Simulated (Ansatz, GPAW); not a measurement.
**KBr (001), 3 units: converging a work function**

Wanted: a convergence study on the slab KBr (001), 3 units. Where a layer proves gapped, the work function hangs on where the smearing puts the Fermi level, and the band edges take its place.

Main program and level: GPAW 26.7.0 and Ansatz 0.2.0; Ansatz plane waves; layer without images along its normal, relaxation of atoms and in-plane cell, in the first sound run; inputs show where later runs differ.

### 1. The structure

The cell holds 6 atoms: 3 K and 3 Br. Its edges and angles: a = 4.667 Å, b = 4.667 Å, c = 22.600 Å, α = 90.0°, β = 90.0°, γ = 90.0°. It derives from KBr (rocksalt KBr). Vacuum lies along c.

### 2. Relaxing the atoms

The atoms are relaxed first, since the surface dipole, and with it the work function, follows the positions of the outer layers.

The input, input.yaml:

```yaml
crystal:
  lattice:
    - [4.66690476, 0.0, 0.0]
    - [0.0, 4.66690476, 0.0]
    - [0.0, 0.0, 22.6]
  atoms:
    - { symbol: K, position: [0.5, 0.5, 0.3539823009] }
    - { symbol: Br, position: [0.0, 0.0, 0.3539823009] }
    - { symbol: K, position: [0.0, 0.0, 0.5] }
    - { symbol: Br, position: [0.5, 0.5, 0.5] }
    - { symbol: K, position: [0.5, 0.5, 0.6460176991] }
    - { symbol: Br, position: [0.0, 0.0, 0.6460176991] }
  periodic: [true, true, false]
kpoints:
  mp_grid: { grid: [6, 6, 1] }
hamiltonian:
  xc: pbe
scf:
  occupations: { method: fermi_dirac, width: 0.05 }
relax:
  f_tol: 0.01
  max_steps: 90
  cell: {}
```

The run is started by

```sh
$ ansatz run input.yaml --threads 4 --pin off --max-ram 8192MiB --backend cpu --events-out ev --progress --plain --runs-dir out
```

Numbers of over 12 decimals in the logs are rounded to 6 here.

The log of the run:

```text
Warning: crystal.periodic: the lattice vector that does not repeat stood 0.000° off the slab's normal, 22.600 Å along it as the deck builds it. The run solves the slab on a vector along the normal, 37.000 Å long, with every atom where it was (on the deck's vector they left 16.00 Å outside them, and the widest stretch free of ions among them is 3.30 Å). A fractional position that the run reports is one of the run's ce [...]
crystal.periodic: the lattice vector that does not repeat stood 0.000° off the slab's normal, 22.600 Å along it as the deck builds it. The run solves the slab on a vector along the normal, 37.000 Å long, with every atom where it was (on the deck's vector they left 16.00 Å outside them, and the widest stretch free of ions among them is 3.30 Å). A fractional position that the run reports is one of the run's cell, which [...]
Engine: ansatz 0.2.0, x86_64-unknown-linux-gnu
Pseudopotentials: kind: paw
Pseudopotential: K, paw, valence charge 9, recommended cutoff 420 eV (normal), K.paw.azcp
Pseudopotential: Br, paw, valence charge 7, recommended cutoff 420 eV (normal), Br.paw.azcp
Functional definition: PBE
  parameter kappa = 0.804
  parameter beta = 0.066725
  exchange = pbe_x(kappa = kappa, mu = beta*pi^2/3)
  correlation = pbe_c(beta = beta)
Crystal: 6 atoms, lattice volume = 805.860 Å³
Basis set: ecut = 420 eV, 15707 PW (Γ), exchange–correlation on 64×64×500 points (8 copies of the dense FFT grid, shifted against one another)
Bands: 30, of which v1, the nominal top of the filled ones, is band 24 counted from 1 (23 counted from 0)
Symmetry: 16 space group operations
Space group: P4/mmm (ITA 123), of the structure as read, at distance tolerance 9.3e-5 Å
k-points: 10 of 36
Non-local potential: K, projectors of the file, l = 0: 3, l = 1: 2, l = 2: 2
Non-local potential: Br, projectors of the file, l = 0: 2, l = 1: 2, l = 2: 2
PAW form: soft (Blöchl's): semilocal exchange-correlation on the pseudo side does not see the compensation charge
PAW one-centre angular grid: K, 110 points (default); XC on 64 Gauss nodes
PAW one-centre angular grid: Br, 110 points (default); XC on 64 Gauss nodes
Initial density: superposition of atomic densities (neutral atoms: chi_scale 0, normalization atom), corrected by the library's trained network
Initial wavefunctions: pseudopotential atomic-orbital guess
Functional: x = pbe(κ = 0.804, μ = 0.219515), c = pbe(β = 0.066725)
SCF iter   1: F=—  HF=-12973.221694 eV  |F-HF|=—  |Δ(HF+E_count)|=         —  Δρ=2.42e-4  dr2=8.91e-4  ethr=1.77e-3  ⟨swp⟩=15.9  Hψ=2252  notcnv=0
preconditioner: auto → Resta (q_TF=auto, 1.705 Å⁻¹)  ε∞=1.4  [insulator: Δε(μ)=4.371 eV  Ē_g=13.225 eV  σ=0.050 eV  W_gap=1.00  n_scr=72 (ndim 8)  ℏωp=8.5 eV  f_vac=0.713  D(μ)=0.00/eV (n_scr^D=0)  ε∞_Penn≈1.4  vacuum switching on, ρ_ref=1.3e-2 e/Å³]
SCF iter   2: F=—  HF=-12973.224547 eV  |F-HF|=—  |Δ(HF+E_count)|=   2.85e-3  Δρ=1.22e-4  dr2=2.75e-4  ethr=1.86e-6  ⟨swp⟩=4.0  Hψ=906  notcnv=0  defer=13
SCF iter   3: F=—  HF=-12973.224756 eV  |F-HF|=—  |Δ(HF+E_count)|=   2.09e-4  Δρ=4.92e-5  dr2=2.12e-5  ethr=5.74e-7  ⟨swp⟩=2.1  Hψ=533  notcnv=0  defer=13
SCF iter   4: F=—  HF=-12973.224748 eV  |F-HF|=—  |Δ(HF+E_count)|=   8.48e-6  Δρ=1.85e-5  dr2=2.47e-6  ethr=4.41e-8  ⟨swp⟩=2.8  Hψ=590  notcnv=0  defer=13
SCF iter   5: F=—  HF=-12973.224767 eV  |F-HF|=—  |Δ(HF+E_count)|=   1.89e-5  Δρ=4.90e-6  dr2=5.32e-7  ethr=5.15e-9  ⟨swp⟩=2.7  Hψ=556  notcnv=0  defer=13
SCF iter   6: F=-12973.224767 eV  HF=-12973.224767 eV  |F-HF|=4.99e-8  |Δ(HF+E_count)|=   3.53e-7  Δρ=1.23e-6  dr2=1.17e-8  ethr=2.08e-10  ⟨swp⟩=4.0  Hψ=1508  notcnv=0
SCF 1 converged in 6 iterations: F = -12973.224767 eV  dr2 = 1.17e-8
  greatest PAW one-centre occupation: 0.987 electrons in one spin orbital (limit 2), on the K atom at site 2 (counted from 0), in its partial waves of l = 0
relax step   1: F+E_penalty+E_count = -12973.22476725 eV  Δ(F+E_penalty+E_count) = +0.000e0 eV  max|allowed force component| = 1.041e-1 eV/Å  Δτ_max = 0.0000 Å  P = +0.150 N/m  Ω = 805.860 Å³  fix = [c, alpha, beta]  reactions: c +0.000 N/m  (6 SCF iters, dr2 threshold 1.00e-7 eV, accepted)
Crystal: 6 atoms, lattice volume = 807.708 Å³
Initial density: handed on by an earlier stage of this run
Initial wavefunctions: those handed on with the density
iter 1 solved again at ethr=1.81e-5 eV; its pass at ethr=3.10e-3 eV (dr2=8.68e-3 eV) is discarded
SCF iter   1: F=—  HF=-12973.234299 eV  |F-HF|=—  |Δ(HF+E_count)|=         —  Δρ=3.79e-4  dr2=8.60e-3  ethr=1.81e-5  ⟨swp⟩=2.3  Hψ=1625  notcnv=0
preconditioner: auto → Resta (q_TF=auto, 1.704 Å⁻¹)  ε∞=1.4  [insulator: Δε(μ)=4.374 eV  Ē_g=13.256 eV  σ=0.050 eV  W_gap=1.00  n_scr=72 (ndim 8)  ℏωp=8.5 eV  f_vac=0.712  D(μ)=0.00/eV (n_scr^D=0)  ε∞_Penn≈1.4  vacuum switching on, ρ_ref=1.3e-2 e/Å³]
SCF iter   2: F=—  HF=-12973.231834 eV  |F-HF|=—  |Δ(HF+E_count)|=   2.47e-3  Δρ=2.02e-4  dr2=3.44e-4  ethr=1.79e-5  ⟨swp⟩=2.8  Hψ=456  notcnv=0
SCF iter   3: F=—  HF=-12973.231681 eV  |F-HF|=—  |Δ(HF+E_count)|=   1.53e-4  Δρ=6.81e-5  dr2=5.27e-5  ethr=7.16e-7  ⟨swp⟩=2.7  Hψ=520  notcnv=0
SCF iter   4: F=—  HF=-12973.231672 eV  |F-HF|=—  |Δ(HF+E_count)|=   9.21e-6  Δρ=2.65e-5  dr2=7.12e-6  ethr=1.10e-7  ⟨swp⟩=2.2  Hψ=392  notcnv=0
SCF iter   5: F=-12973.231671 eV  HF=-12973.231671 eV  |F-HF|=1.10e-7  |Δ(HF+E_count)|=   1.27e-6  Δρ=4.61e-6  dr2=3.04e-7  ethr=1.25e-9  ⟨swp⟩=4.6  Hψ=1512  notcnv=0
SCF 2 converged in 5 iterations: F = -12973.231671 eV  dr2 = 3.04e-7
relax step   2: F+E_penalty+E_count = -12973.23167073 eV  Δ(F+E_penalty+E_count) = -6.903e-3 eV  max|allowed force component| = 3.328e-2 eV/Å  Δτ_max = 0.0476 Å  P = +0.077 N/m  Ω = 807.708 Å³  energy of the carried Pulay correction = -1.670e-5 eV  fix = [c, alpha, beta]  reactions: c +0.000 N/m  (5 SCF iters, dr2 threshold 6.00e-7 eV, accepted)
Crystal: 6 atoms, lattice volume = 809.351 Å³
Basis set: ecut = 420 eV, 15747 PW (Γ), exchange–correlation on 64×64×500 points (8 copies of the dense FFT grid, shifted against one another)
iter 1 solved again at ethr=5.68e-6 eV; its pass at ethr=3.10e-3 eV (dr2=2.73e-3 eV) is discarded
SCF iter   1: F=—  HF=-12973.233684 eV  |F-HF|=—  |Δ(HF+E_count)|=         —  Δρ=2.59e-4  dr2=2.74e-3  ethr=5.68e-6  ⟨swp⟩=3.7  Hψ=1768  notcnv=0
preconditioner: auto → Resta (q_TF=auto, 1.704 Å⁻¹)  ε∞=1.4  [insulator: Δε(μ)=4.373 eV  Ē_g=13.277 eV  σ=0.050 eV  W_gap=1.00  n_scr=72 (ndim 8)  ℏωp=8.5 eV  f_vac=0.710  D(μ)=0.00/eV (n_scr^D=0)  ε∞_Penn≈1.4  vacuum switching on, ρ_ref=1.3e-2 e/Å³]
SCF iter   2: F=—  HF=-12973.233000 eV  |F-HF|=—  |Δ(HF+E_count)|=   6.84e-4  Δρ=1.23e-4  dr2=1.12e-4  ethr=5.68e-6  ⟨swp⟩=2.0  Hψ=384  notcnv=0
SCF iter   3: F=—  HF=-12973.232987 eV  |F-HF|=—  |Δ(HF+E_count)|=   1.30e-5  Δρ=4.79e-5  dr2=2.23e-5  ethr=2.33e-7  ⟨swp⟩=2.9  Hψ=542  notcnv=0
SCF iter   4: F=—  HF=-12973.232905 eV  |F-HF|=—  |Δ(HF+E_count)|=   8.15e-5  Δρ=2.24e-5  dr2=4.53e-6  ethr=4.64e-8  ⟨swp⟩=2.5  Hψ=471  notcnv=0
SCF iter   5: F=—  HF=-12973.232906 eV  |F-HF|=—  |Δ(HF+E_count)|=   9.42e-7  Δρ=5.18e-6  dr2=2.40e-7  ethr=9.43e-9  ⟨swp⟩=2.1  Hψ=440  notcnv=0
SCF iter   6: F=-12973.232906 eV  HF=-12973.232906 eV  |F-HF|=1.93e-9  |Δ(HF+E_count)|=   8.18e-8  Δρ=6.94e-7  dr2=4.38e-9  ethr=1.44e-10  ⟨swp⟩=5.8  Hψ=1271  notcnv=0
SCF 3 converged in 6 iterations: F = -12973.232906 eV  dr2 = 4.38e-9
relax step   3: F+E_penalty+E_count = -12973.23290649 eV  Δ(F+E_penalty+E_count) = -1.236e-3 eV  max|allowed force component| = 2.650e-3 eV/Å  Δτ_max = 0.0300 Å  P = +0.008 N/m  Ω = 809.351 Å³  energy of the carried Pulay correction = -3.152e-5 eV  fix = [c, alpha, beta]  reactions: c +0.000 N/m  (6 SCF iters, dr2 threshold 6.92e-8 eV, accepted)
Initial wavefunctions: pseudopotential atomic-orbital guess (no wavefunctions were taken with the density)
iter 1 solved again at ethr=3.73e-7 eV; its pass at ethr=3.10e-3 eV (dr2=1.79e-4 eV) is discarded
SCF iter   1: F=—  HF=-12973.233007 eV  |F-HF|=—  |Δ(HF+E_count)|=         —  Δρ=2.10e-6  dr2=1.78e-8  ethr=3.73e-7  ⟨swp⟩=5.3  Hψ=3272  notcnv=0
eigensolver tolerance schedule: the retry pair's looser diagonalisation over-reported the residual by 10047.87 of it (diagonalisation noise at an unbounded share of the residual, at the tolerance the schedule requests for it); recorded, not acted on — ethr = c·dr2/N_el stays at c = 1.0e-1
preconditioner: auto → Resta (q_TF=auto, 1.704 Å⁻¹)  ε∞=1.4  [insulator: Δε(μ)=4.381 eV  Ē_g=13.299 eV  σ=0.050 eV  W_gap=1.00  n_scr=72 (ndim 8)  ℏωp=8.5 eV  f_vac=0.710  D(μ)=0.00/eV (n_scr^D=0)  ε∞_Penn≈1.4  vacuum switching on, ρ_ref=1.3e-2 e/Å³]
SCF iter   2: F=—  HF=-12973.232932 eV  |F-HF|=—  |Δ(HF+E_count)|=   7.52e-5  Δρ=1.17e-6  dr2=8.26e-9  ethr=3.71e-11  ⟨swp⟩=4.9  Hψ=1055  notcnv=0
SCF iter   3: F=—  HF=-12973.232933 eV  |F-HF|=—  |Δ(HF+E_count)|=   1.20e-6  Δρ=7.53e-7  dr2=2.12e-9  ethr=1.72e-11  ⟨swp⟩=2.0  Hψ=383  notcnv=0
SCF iter   4: F=—  HF=-12973.232936 eV  |F-HF|=—  |Δ(HF+E_count)|=   2.44e-6  Δρ=1.69e-7  dr2=1.87e-10  ethr=4.41e-12  ⟨swp⟩=2.5  Hψ=633  notcnv=0
SCF iter   5: F=—  HF=-12973.232936 eV  |F-HF|=—  |Δ(HF+E_count)|=   1.05e-7  Δρ=9.95e-8  dr2=7.22e-11  ethr=1.00e-12  ⟨swp⟩=2.0  Hψ=376  notcnv=0
SCF iter   6: F=-12973.232936 eV  HF=-12973.232936 eV  |F-HF|=4.37e-9  |Δ(HF+E_count)|=  7.02e-10  Δρ=5.92e-8  dr2=1.95e-11  ethr=1.00e-12  ⟨swp⟩=6.6  Hψ=1688  notcnv=0
SCF 4 converged in 6 iterations: F = -12973.232936 eV  dr2 = 1.95e-11
relax step   4: F+E_penalty+E_count = -12973.23293591 eV  Δ(F+E_penalty+E_count) = -2.942e-5 eV  max|allowed force component| = 2.637e-3 eV/Å  Δτ_max = 0.0000 Å  P = +0.008 N/m  Ω = 809.351 Å³  fix = [c, alpha, beta]  reactions: c +0.000 N/m  stress off target by 7.92e-3 N/m on what of the cell is left free  SCF on the basis re-selected at this cell (its energy is not comparable with the rows above)  (6 SCF iters)
basis re-selected at this cell: Δ(F+E_penalty+E_count) = -2.942e-5 eV, ΔP = -0.000 N/m vs the last step (what re-selecting the basis moved, of the pressure what is left beyond the Pulay correction that the steps carried, after the strain that the cell walked since its last selection, with what the two solves' SCF thresholds leave and, on support functions, any second-order correction that the steps lacked; it is no m [...]
SCF converged after 6 iterations
Free energy (F): -12973.232936 eV
Harris-Foulkes:  -12973.232936 eV  (|F-HF|=4.37e-9)
Internal energy: -12973.232936 eV  (E = F + TS)
E sigma→0 (E₀):  -12973.232936 eV
Fermi energy:    -3.739558 eV
--- Per-component energies (eV) ---
  E_band       = -742.557559
  E_kinetic    = 1163.650165
  E_local      = -60273.198338  (includes V_loc(G=0)·N_el)
  E_nonlocal   = 248.317965
  E_hartree    = 29523.746282
  E_xc         = -1201.027107
  E_vxc        = -807.802513  (∫ρ·V_xc dr)
  E_paw        = -9085.094046  (= ΣΔE_a)
  E_vpaw       = -121.017423  (= ΣTr[D̂ρ^β])
  E_aug_tail   = -0.000011  (compensation charges beyond the density's cutoff)
  E_ewald      = 26650.372154
  E_smearing   = -0.000000  (= −TS)
  E_closure    = 0.000000  (closes the sum)
  Σ components = -12973.232936   (vs F -12973.232936, Δ=0.00e0)
--- Forces (eV/Å), atoms counted from 1 ---
  atom   1  K      0.00000000     0.00000000    -0.00230967
  atom   2  Br    -0.00000000     0.00000000    -0.00263690
  atom   3  K      0.00000000    -0.00000000     0.00000000
  atom   4  Br     0.00000000    -0.00000000     0.00000000
  atom   5  K      0.00000000     0.00000000     0.00230967
  atom   6  Br    -0.00000000     0.00000000     0.00263690
  max |Σ_I F_I| component: 8.67e-19 eV/Å
--- 2D stress c σ (N/m, compression-positive) ---
        0.007919       0.000000       0.000000
        0.000000       0.007919       0.000000
        0.000000       0.000000       0.000000
  P = ½ c Tr σ = 0.0079 N/m
--- Relaxed structure (3 steps of the walk, 3 accepted, 1 SCFs on fresh bases) ---
  F+E_penalty+E_count = -12973.23293591 eV   max|allowed force component| = 2.637e-3 eV/Å   (the final SCF, on the basis selected at the relaxed cell)
  cell:  # Å, volume = 809.3514 Å³
    - [4.677004, 0, 0.0]
    - [0, 4.677004, 0.0]
    - [0.0, 0.0, 36.99999999864]
  atoms:
    - { symbol: K, position: [0.5, 0.5, 0.215897] }
    - { symbol: Br, position: [0, 0, 0.214118] }
    - { symbol: K, position: [0, 0, 0.305405] }
    - { symbol: Br, position: [0.5, 0.5, 0.305405] }
    - { symbol: K, position: [0.5, 0.5, 0.394914] }
    - { symbol: Br, position: [0, 0, 0.396693] }
```

Run time: 12 s. Hardware: 4 threads of Intel Xeon Platinum 8559C (Emerald Rapids), shared host; peak memory 1.1 GiB; 42 s of CPU time.

The steps of the relaxation:

| step | energy less that of the first step (eV) | largest force component (eV/Å) | volume (Å³) |
| --- | --- | --- | --- |
| 1 | 0.0000 | 0.1041 | 805.86 |
| 2 | -0.0069 | 0.0333 | 807.71 |
| 3 | -0.0081 | 0.0027 | 809.35 |
| 4* | -0.0082 | 0.0026 | 809.35 |

Relaxation steps marked * repeat the geometry before them on a plane-wave basis chosen anew for their cell, so energy and pressure can jump there.

The run keeps the 16 symmetry operations that it works with, so distortions that break them were not tested.

| cell as run | before | after | change |
| --- | --- | --- | --- |
| a (Å) | 4.667 | 4.677 | +0.2 % |
| b (Å) | 4.667 | 4.677 | +0.2 % |

The atoms that moved most (Å, along periodic axes as changes of fractional coordinates times the final cell, across vacuum about the mean position):

| atom | dx | dy | dz | length |
| --- | --- | --- | --- | --- |
| Br6 | 0.000 | 0.000 | 0.078 | 0.078 |
| Br2 | 0.000 | 0.000 | -0.078 | 0.078 |
| K5 | 0.000 | 0.000 | 0.012 | 0.012 |
| K1 | 0.000 | 0.000 | -0.012 | 0.012 |

Final coordinates:

```cif
data_structure
_symmetry_space_group_name_H-M 'P 1'
_symmetry_Int_Tables_number 1
_cell_length_a 4.6770
_cell_length_b 4.6770
_cell_length_c 37.0000
_cell_angle_alpha 90.000
_cell_angle_beta 90.000
_cell_angle_gamma 90.000
_cell_volume 809.35
loop_
_atom_site_label
_atom_site_type_symbol
_atom_site_fract_x
_atom_site_fract_y
_atom_site_fract_z
_atom_site_occupancy
K1 K 0.50000 0.50000 0.21590 1
Br2 Br 0.00000 0.00000 0.21412 1
K3 K 0.00000 0.00000 0.30541 1
Br4 Br 0.50000 0.50000 0.30541 1
K5 K 0.50000 0.50000 0.39491 1
Br6 Br 0.00000 0.00000 0.39669 1
```

Numbers from this step:

```yaml
free_energy: -12973.2329 eV
gap_by_band_count: 4.381 eV
symmetry_operations: 16
```

The relaxation lowered the energy of the cell by 0.00817 eV.

### 3. Plane waves, PBE

With the geometry fixed, the planar mean of the potential gives the vacuum level on each side.

This step: GPAW, PAW setups; slab in vacuum (GPAW 26.7.0).

The cell differs from the one that the last finished run ended in (c 37.000 → 22.755 Å).

The input, run.py:

```python
import json
import numpy as np
from ase import Atoms
from gpaw import GPAW, PW

slab = Atoms(
    ['K', 'Br', 'K', 'Br', 'K', 'Br'],
    positions=[
        [2.33850, 2.33850, 8.06580],
        [0.00000, 0.00000, 8.00000],
        [0.00000, -0.00000, 11.37762],
        [2.33850, 2.33850, 11.37762],
        [2.33850, 2.33850, 14.68945],
        [0.00000, -0.00000, 14.75525]],
    cell=[[4.677, -0.0, 0.0], [-0.0, 4.677, 0.0], [0.0, 0.0, 22.7552]],
    pbc=[True, True, False])

slab.calc = GPAW(mode=PW(400), xc='PBE', kpts={'size': (6, 6, 1), 'gamma': True},
                 occupations={'name': 'fermi-dirac', 'width': 0.05}, nbands='160%',
                 convergence={'density': 1e-05}, maxiter=200,
                 poissonsolver={'dipolelayer': 'xy'},
                 symmetry={'tolerance': 1e-3}, txt='slab.txt')
result = {}
energy = slab.get_potential_energy()
fermi = slab.calc.get_fermi_level()
v = slab.calc.get_electrostatic_potential().mean((0, 1)) - fermi
n = slab.calc.get_pseudo_density().mean((0, 1))
L = slab.cell[2, 2]
z = np.arange(len(v)) * L / len(v)
low, high = slab.positions[:, 2].min(), slab.positions[:, 2].max()
below, above = np.interp([low - 5.8, high + 5.8], z, v)
slopes = [np.interp(x, z, np.gradient(v, z)) for x in (low - 5.8, high + 5.8)]
eps = np.array([[slab.calc.get_eigenvalues(k, s) for k in range(len(slab.calc.get_ibz_k_points()))]
                for s in range(slab.calc.get_number_of_spins())]) - fermi
top, bottom = eps[eps < 0].max(), eps[eps > 0].min()
dipole = slab.get_dipole_moment()[2]
print(f'energy {energy:.4f} eV, Fermi level {fermi:.4f} eV, dipole {dipole:.5f} e A')
print(f'potential 5.8 A off the faces, from the Fermi level: lower {below:.4f} eV, upper {above:.4f} eV')
print(f'slope of the potential there: lower {slopes[0]:.5f}, upper {slopes[1]:.5f} eV/A')
print(f'nearest levels on the mesh: {top:.4f} and {bottom:.4f} eV')
print('magnetic moment', round(slab.get_magnetic_moment(), 3))
result.update(energy=energy, fermi=fermi, dipole=dipole, below=below, above=above, slopes=slopes, edges=[top, bottom],
              z=z.tolist(), v=v.tolist(), n=n.tolist(), positions=slab.positions.tolist(),
              forces=slab.get_forces(apply_constraint=False).tolist(), moments=slab.get_magnetic_moments().tolist())
json.dump(result, open('result.json', 'w'))
```

The run is started by

```sh
$ OMP_NUM_THREADS=1 OPENBLAS_NUM_THREADS=1 python run.py
```

The log of the run:

```text
energy -18.7224 eV, Fermi level -1.9877 eV, dipole 0.00102 e A
potential 5.8 A off the faces, from the Fermi level: lower 4.5311 eV, upper 4.5223 eV
slope of the potential there: lower -0.00001, upper 0.00001 eV/A
nearest levels on the mesh: -1.4626 and 2.9244 eV
magnetic moment 0.0
```

Elapsed: 41 s, on 1 thread; peak memory 0.3 GiB.

Numbers from this step:

```yaml
dipole_along_the_normal: 0.001022 e·Å
levels_nearest_the_fermi_level_on_the_mesh: -1.463, 2.924 eV from the Fermi level
upper_work_function: 4.522 eV
lower_work_function: 4.531 eV
upper_ionisation_energy: 5.985 eV
```

Electrostatic potential energy of an electron (without an applied field's), less the Fermi level, planar mean against z:

| z (Å) | electrostatic potential energy of an electron (without an applied field's), less the Fermi level, planar mean (eV) |
| --- | --- |
| 0 | 4.53 |
| 1 | 4.53 |
| 2 | 4.53 |
| 3 | 4.53 |
| 4 | 4.53 |
| 5 | 4.52 |
| 6 | 4.43 |
| 7 | 2.75 |
| 8 | -12.5 |
| 9 | 2.43 |
| 10 | 3.81 |
| 11 | -6.53 |
| 12 | -1.38 |
| 13 | 4.02 |
| 14 | 0.177 |
| 15 | -8.90 |
| 16 | 3.65 |
| 17 | 4.47 |
| 18 | 4.52 |
| 19 | 4.52 |
| 20 | 4.52 |
| 21 | 4.52 |
| 22 | 4.52 |

Table of pseudo valence density, planar mean by z:

| z (Å) | pseudo valence density, planar mean (e/Å³) |
| --- | --- |
| 4 | 1.8e-5 |
| 5 | 2.7e-4 |
| 6 | 0.00454 |
| 7 | 0.0916 |
| 8 | 0.521 |
| 9 | 0.112 |
| 10 | 0.0366 |
| 11 | 0.412 |
| 12 | 0.274 |
| 13 | 0.0255 |
| 14 | 0.222 |
| 15 | 0.444 |
| 16 | 0.0427 |
| 17 | 0.00228 |
| 18 | 1.4e-4 |
| 19 | 9.4e-6 |

The layer is gapped, so the Fermi level lies somewhere inside the gap, set by smearing and numerics, and these work functions are no property of the material; the band edges below the vacuum level are. The potential is flat to 5.9e-6 eV/Å where it is read, so the vacuum is wide enough. The geometry is the other program's minimum; here the largest force on a free atom is 0.0025 eV/Å.

### 4. Cutoff 200

The cutoff limits how sharply the smooth valence waves can vary, which tells mostly near the atoms.

Changes to run.py since step 3:

```diff
@@ -17,3 +17,3 @@
 
-slab.calc = GPAW(mode=PW(400), xc='PBE', kpts={'size': (6, 6, 1), 'gamma': True},
+slab.calc = GPAW(mode=PW(200), xc='PBE', kpts={'size': (6, 6, 1), 'gamma': True},
                  occupations={'name': 'fermi-dirac', 'width': 0.05}, nbands='160%',
```

The log of the run:

```text
energy -16.8629 eV, Fermi level -1.9852 eV, dipole 0.00102 e A
potential 5.8 A off the faces, from the Fermi level: lower 4.5341 eV, upper 4.5253 eV
slope of the potential there: lower -0.00004, upper 0.00004 eV/A
nearest levels on the mesh: -1.4575 and 2.9208 eV
magnetic moment 0.0
```

The job ended after 12 s (1 thread; peak memory 0.18 GiB).

The run finished. A setting was moved off its sound value on purpose, so it serves as a test and not as the result.

The fault put into the input: a cutoff under that of the base run: the energy of the cell lies 1.9 eV from the base value, and the gap on the mesh is 4.38 eV against 4.39 (ecut = 200).

The two runs compared:

| quantity | this run | sound run | difference |
| --- | --- | --- | --- |
| upper work function (eV) | 4.5253 | 4.5223 | 0.00301 |
| lower work function (eV) | 4.5341 | 4.5311 | 0.00299 |
| upper ionisation energy (eV) | 5.9828 | 5.9848 | -0.00201 |

[end of part 1 of 2]

[Logs are printed without paths, hosts, clocks, repeated set-up lines and the standing remarks that a program may print on its own settings, such as how far it seeks lower states.]

[Hosts, paths, dates, database ids (printed as entryN), source tags and the programs' standing remarks are cut or masked in the printed files.]
